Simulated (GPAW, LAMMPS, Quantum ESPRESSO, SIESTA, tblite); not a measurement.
# Amorphous carbon (150 atoms) in other programs, against a plane-wave reference

Aim: run amorphous carbon (150 atoms) in several programs and set results and cost side by side. A plane-wave run serves as the reference.

Program: Quantum ESPRESSO 7.5. Level of theory: Kohn-Sham DFT, PBE, SSSP efficiency 1.3.0 pseudopotentials, plane waves. Results are calculated unless marked as measured.

### 1. Starting point

The cell holds 150 atoms: 150 C. Its edges and angles: a = 11.985 Å, b = 11.985 Å, c = 11.985 Å, α = 90.0°, β = 90.0°, γ = 90.0°. 150 atoms (150 C) placed at random at 1.74 g/cm³, melted at 5500 K for 10 ps at fixed volume with the LCBOP (Los and Fasolino, Phys. Rev. B 68, 024107 (2003)). Quenched from 5500 K to 300 K at 100 K/ps and fixed volume, held 5 ps.

### 2. The reference run

pw.in

```
&control
  calculation = 'scf'
  pseudo_dir = './pseudo'
  outdir = './tmp'
  disk_io = 'none'
  tprnfor = .true.
  tstress = .true.
/
&system
  ibrav = 0
  nat = 150
  ntyp = 1
  ecutwfc = 45
  ecutrho = 360
  nosym = .true.
  occupations = 'smearing'
  smearing = 'fd'
  degauss = 0.003675
/
&electrons
  conv_thr = 7.5e-07
  electron_maxstep = 100
  mixing_beta = 0.2
  mixing_mode = 'local-TF'
  diagonalization = 'david'
/
ATOMIC_SPECIES
C 12.011 C.upf
CELL_PARAMETERS angstrom
11.98460 0.00000 0.00000
0.00000 11.98460 0.00000
0.00000 0.00000 11.98460
ATOMIC_POSITIONS crystal
C 0.83603 0.42345 0.07455
C 0.61652 0.29341 0.32099
C 0.60683 0.44062 0.77632
C 0.61210 0.25661 0.54498
C 0.96066 0.65235 0.30387
C 0.55224 0.78722 0.52208
C 0.47960 0.93672 0.00656
C 0.46862 0.50075 0.25374
C 0.22992 0.27396 0.74424
C 0.80141 0.22747 0.12825
C 0.00973 0.35489 0.32704
C 0.68525 0.40334 0.86696
[... 134 atom lines left out ...]
C 0.94315 0.41047 0.24990
C 0.29894 0.32145 0.83542
C 0.73300 0.84089 0.23486
C 0.90106 0.84039 0.83317
K_POINTS gamma
```

Started as:

```console
OMP_NUM_THREADS=1 mpirun -np 4 pw.x -in pw.in > output.txt
```

Output:

```text
Program PWSCF
     gamma-point specific algorithms are used
     one sub-group per band group will be used
     scalapack distributed-memory algorithm (size of sub-group:  2*  2 procs)
     Parallelization info
     sticks:   dense  smooth     PW     G-vecs:    dense   smooth      PW
     Min        3672    1837    458               335124   118413   14770
     Max        3673    1840    462               335125   118420   14774
     Sum       14689    7353   1837              1340497   473665   59085
     bravais-lattice index     =            0
     lattice parameter (alat)  =      22.6476  a.u.
     unit-cell volume          =   11616.2843 (a.u.)^3
     number of atoms/cell      =          150
     number of atomic types    =            1
     number of electrons       =       600.00
[... lines left out ...]
     scf convergence threshold =      7.5E-07
[... lines left out ...]
     number of k points=     1  Fermi-Dirac smearing, width (Ry)=  0.0037
[... lines left out ...]
     total energy              =   -2758.61821695 Ry
[... lines left out ...]
     total energy              =   -2754.77672060 Ry
[... lines left out ...]
     total energy              =   -2755.36285884 Ry
[... lines left out ...]
     total energy              =   -2755.24665990 Ry
[... lines left out ...]
     total energy              =   -2755.24666036 Ry
[... lines left out ...]
   -13.9175 -13.8621 -13.6903 -13.6420 -13.5950 -13.5756 -13.4071 -13.3373
   -13.2260 -13.1305 -13.0418 -12.9949 -12.8625 -12.8094 -12.7040 -12.5979
[...]
6.7564   6.7899   6.8998   6.9559   7.0299   7.0924   7.1466   7.2326
     7.3616   7.4421   7.5524   7.5686   7.6153   7.6856   7.7740   7.8585
     the Fermi energy is     4.1490 ev
!    total energy              =   -2755.24666043 Ry
     total all-electron energy =    -11419.861334 Ry
     estimated scf accuracy    <       0.00000055 Ry
     smearing contrib. (-TS)   =      -0.02944196 Ry
     internal energy E=F+TS    =   -2755.21721847 Ry
     The total energy is F=E-TS. E is the sum of the following terms:
     one-electron contribution =   -1494.25505191 Ry
     hartree contribution      =    1005.52717992 Ry
     xc contribution           =    -682.47146578 Ry
     ewald contribution        =    -659.10678642 Ry
     one-center paw contrib.   =    -924.91109429 Ry
     convergence has been achieved in  18 iterations
     Forces acting on atoms (cartesian axes, Ry/au):
     atom    1 type  1   force =     0.08487338    0.05932466   -0.04679879
     atom    2 type  1   force =     0.03897439    0.05365941   -0.00075458
     atom    3 type  1   force =     0.05879098    0.03371149    0.01932061
[...]
atom  149 type  1   force =     0.06804590    0.05018273   -0.00633534
     atom  150 type  1   force =     0.07215231   -0.05900623    0.07348506
     Total force =     1.338762     Total SCF correction =     0.001450
     Computing stress (Cartesian axis) and pressure
          total   stress  (Ry/bohr**3)                   (kbar)     P=     -106.49
  -0.00060373   0.00012031  -0.00006488          -88.81       17.70       -9.54
   0.00012031  -0.00074017   0.00001394           17.70     -108.88        2.05
  -0.00006488   0.00001394  -0.00082784           -9.54        2.05     -121.78
     Message from routine punch:
     Nothing written, as per user request (disk_io='none')
```

The job ended after 3.4 min (4 MPI ranks of Arm Neoverse V2, shared host; peak memory 6.1 GiB).

Banners, paths, timers and routine set-up lines are dropped from the logs unmarked, and long logs keep their key lines alone; longer cuts are marked.

Numbers from this run:

```
r.m.s. force component : 1.623 eV/Å
longest force          : 7.232 eV/Å
pressure               : -10.65 GPa
```

### 3. Structure statistics

Density 1.74 g/cm³, 11.48 Å³ an atom.

Pair distribution function in bins of 0.2 Å:

| r (Å) | total |
| --- | --- |
| 1.30 | 0.53 |
| 1.50 | 5.60 |
| 1.70 | 0.02 |
| 1.90 | 0.00 |
| 2.10 | 0.00 |
| 2.30 | 0.68 |
| 2.50 | 2.29 |
| 2.70 | 1.18 |
| 2.90 | 0.54 |
| 3.10 | 0.77 |
| 3.30 | 0.86 |
| 3.50 | 1.07 |
| 3.70 | 1.21 |
| 3.90 | 1.16 |
| 4.10 | 0.82 |
| 4.30 | 0.88 |
| 4.50 | 1.06 |
| 4.70 | 1.00 |
| 4.90 | 1.12 |
| 5.10 | 0.98 |
| 5.30 | 1.01 |
| 5.50 | 0.96 |
| 5.70 | 1.00 |
| 5.90 | 0.97 |

Bonds by pair of elements; cutoffs follow the first minimum of g(r), held within bounds set by covalent radii, and pairs that aren't listed don't count as bonded (cutoffs were set anew for this text, so counts can differ from the run's own analysis):

| pair A-B | cutoff (Å) | bonds | mean length (Å) | spread (Å) | shortest (Å) | B about A | A about B |
| --- | --- | --- | --- | --- | --- | --- | --- |
| C-C | 1.85 | 218 | 1.47 | 0.05 | 1.33 | 2.91 | 2.91 |

How many atoms have how many bonded neighbours:

| element | mean | 2 | 3 |
| --- | --- | --- | --- |
| C | 2.91 | 14 | 136 |

Rings of the network by King's shortest-path rule, up to 12 atoms, one path for each pair of neighbours; H, halogens, alkali and alkaline-earth atoms are left out, and the last column divides by all other atoms, bonded or not:

| ring size (atoms) | rings | per network atom |
| --- | --- | --- |
| 5 | 8 | 0.053 |
| 6 | 8 | 0.053 |
| 7 | 12 | 0.08 |
| 8 | 12 | 0.08 |
| 9 | 17 | 0.113 |
| 10 | 16 | 0.107 |
| 11 | 13 | 0.087 |
| 12 | 6 | 0.04 |

### 4. The ladder

The programs:
- GPAW 26.7.0: PAW with atomic orbitals (LCAO), plane waves or a real-space grid of spacing h.
- Quantum ESPRESSO 7.5: plane waves; labels (QE) give functional, pseudopotential set and cutoffs of waves/density.
- SIESTA 5.4.2: numerical atomic orbitals, whose automatically made sets are far from complete, with PseudoDojo norm-conserving potentials that we converted to its format (checked against plane waves on the same files for H, C, O, Si, Ge and Ca alone); labels give functional, basis size, energy shift and mesh cutoff.
- tblite 0.8.0: extended tight binding, driven from Python.

All use the same cell and atoms; the electronic-structure runs use the same k-mesh, and an electronic temperature of 580 K (0.05 eV) where levels are smeared.

Differences are against the plane-wave reference, forces as r.m.s. over components; share is that over the reference's r.m.s. force, slope the least-squares factor from reference forces to these. Total energies of different programs have different zeros and aren't compared.

| run | Δ force, r.m.s. (meV/Å) | share (%) | slope | Δ pressure (GPa) | cores | CPU time | memory (GiB) |
| --- | --- | --- | --- | --- | --- | --- | --- |
| reference | - | - | - | - | 4 | 14 min | 6.1 |
| GPAW PBE, LCAO dzp, h 0.16 Å | 150 | 9.27 | 1.007 | - | 4 | 14 min | 4.1 |
| GPAW PBE, LCAO dzp, h 0.2 Å | 152 | 9.34 | 1.008 | - | 2 | 7.5 min | 2.1 |
| GPAW PBE, LCAO dzp, h 0.2 Å, other mixer settings | 152 | 9.39 | 1.008 | - | 4 | 12 min | 3.0 |
| GPAW PBE, LCAO szp(dzp), h 0.2 Å (coarse) | 387 | 23.9 | 1.002 | - | 2 | 4.7 min | 1.6 |
| GPAW PBE, grid h 0.2 Å | 10.6 | 0.653 | 0.999 | - | 4 | 22 min | 3.7 |
| QE PBE+D3(BJ), sssp-1.3.0-efficiency, 45/360 Ry | 30.1 | 1.86 | 1.000 | -1.14 | 4 | 13 min | 6.1 |
| QE PBE, sssp-1.3.0-efficiency, 35/280 Ry (coarse) | 9.41 | 0.580 | 0.998 | -2.34 | 4 | 10 min | 4.2 |
| SIESTA PBE, DZP, shift 0.01 Ry, mesh 100 Ry (coarse) | 221 | 13.6 | 1.014 | 5.07 | 4 | 4.1 min | 1.4 |
| SIESTA PBE, DZP, shift 0.01 Ry, mesh 300 Ry | 221 | 13.6 | 1.014 | 5.07 | 4 | 8.3 min | 2.2 |
| SIESTA PBE, SZ, shift 0.01 Ry, mesh 300 Ry (coarse) | 826 | 50.9 | 1.057 | 24.1 | 1 | 1.8 min | 0.72 |
| SIESTA PBE, SZP, shift 0.01 Ry, mesh 300 Ry (coarse) | 531 | 32.7 | 1.010 | 14.2 | 2 | 5.3 min | 1.6 |
| SIESTA PBE, TZP, shift 0.01 Ry, mesh 300 Ry | 193 | 11.9 | 1.013 | 4.60 | 4 | 12 min | 2.9 |
| tblite GFN1-xTB | 302 | 18.6 | 1.065 | -5.59 | 1 | 4.3 s | 0.14 |
| tblite GFN2-xTB | 283 | 17.4 | 1.046 | -8.00 | 1 | 12 s | 0.15 |

Rows marked coarse were listed beforehand as settings not expected to be converged; some can still land near the reference.

CPU time is summed over cores on a shared host, where runs went side by side, so it is rough. Symmetry, cutoffs, thresholds, outputs and thread counts weren't matched or tuned between programs; memory under MPI is the largest rank's times the ranks.

Within one program, basis, potentials and functional, energies share a zero. Each run against its twin at the usual cutoff or grid and solver:

| run | twin | Δ energy (meV/atom) | Δ force, r.m.s. (meV/Å) | CPU time over the twin's |
| --- | --- | --- | --- | --- |
| GPAW PBE, LCAO dzp, h 0.16 Å | LCAO dzp, h 0.2 Å | -53.3 | 10.4 | 1.9 (this twin ran on 2 cores) |
| GPAW PBE, LCAO dzp, h 0.2 Å, other mixer settings | LCAO dzp, h 0.2 Å | 1.0e-4 | 3.42 | 1.6 (this twin ran on 2 cores) |
| QE PBE, sssp-1.3.0-efficiency, 35/280 Ry | sssp-1.3.0-efficiency, 45/360 Ry | 25.1 | 9.41 | 0.74 |
| SIESTA PBE, DZP, shift 0.01 Ry, mesh 100 Ry | DZP, shift 0.01 Ry, mesh 300 Ry | 0.491 | 2.41 | 0.49 |

### 5. Outcome

| Property | Result |
| --- | --- |
| reference r.m.s. force component | 1.62 eV/Å |
| nearest in forces | QE PBE, sssp-1.3.0-efficiency, 35/280 Ry (coarse), 0.58 % |
| farthest in forces | SIESTA PBE, SZ, shift 0.01 Ry, mesh 300 Ry (coarse), 51 % |
| cheapest electronic-structure run beside the reference | tblite GFN1-xTB, 4.3 s of CPU time |

In words: PBE on plane waves or a grid with other potentials, cutoffs or grids, coarse settings apart, differs from the reference by 0.65 % (GPAW PBE, grid h 0.2 Å) of the r.m.s. force; this holds the reference's own error, so differences of a few per cent don't tell which side is nearer the exact PBE result. The PBE runs in local orbitals, coarse settings apart, differ by 9.3 % (GPAW PBE, LCAO dzp, h 0.16 Å) to 14 % (SIESTA PBE, DZP, shift 0.01 Ry, mesh 300 Ry); basis, grid and potentials can all enter. Tight binding differs by 17 % (tblite GFN2-xTB) to 19 % (tblite GFN1-xTB); it is another model, with fitted parameters of its own, and the xTB methods hold dispersion. In the reference's own program, potentials and cutoffs, a change of model alone moves forces by 1.9 % (QE PBE+D3(BJ), sssp-1.3.0-efficiency, 45/360 Ry). Runs with settings chosen to be coarse differ by 0.58 % (QE PBE, sssp-1.3.0-efficiency, 35/280 Ry) to 51 % (SIESTA PBE, SZ, shift 0.01 Ry, mesh 300 Ry), their programs' other errors included. Of the electronic-structure runs that take under half the reference's CPU time, SIESTA PBE, DZP, shift 0.01 Ry, mesh 100 Ry comes nearest, at 14 % in 4.1 min against 14 min; its pressure misses by +5.1 GPa. In pressure, SIESTA PBE, SZ, shift 0.01 Ry, mesh 300 Ry misses by +24.1 GPa, at the same functional. In the reference: levels near the Fermi energy are neither full nor empty under the smearing, so no gap is quoted. In the reference: By these cutoffs 91 % of C atoms have 3 bonded neighbours. Periodic xTB results under one method name differ between programs and library versions. The reference's pressure holds the uncorrected Pulay stress of its 45 Ry basis, so small pressure differences, and their order, may be the reference's own error. The quench rate of 100 K/ps is many orders above laboratory rates, so the cell is likely richer in defects and strain than a real sample. The network of bonds at the start is that of the classical potential that made the cell, and needn't be the one that DFT or experiment would give. The reference's stress is far from hydrostatic: its diagonal is -8.9, -10.9, -12.2 GPa, compression counted positive. The electronic-structure runs sample only Γ, in a cell whose shortest periodic width is 12 Å, which is coarse for a cell with partly filled levels.

[Also dropped from logs without a mark: logging warnings of Python, and SIESTA's first energy breakdown and zero terms.]

[Logs are printed without paths, hosts, clocks, repeated set-up lines and the standing remarks that a program may print on its own settings, such as how far it seeks lower states.]

[Hosts, paths, dates, database ids (printed as entryN), source tags and the programs' standing remarks are cut or masked in the printed files.]
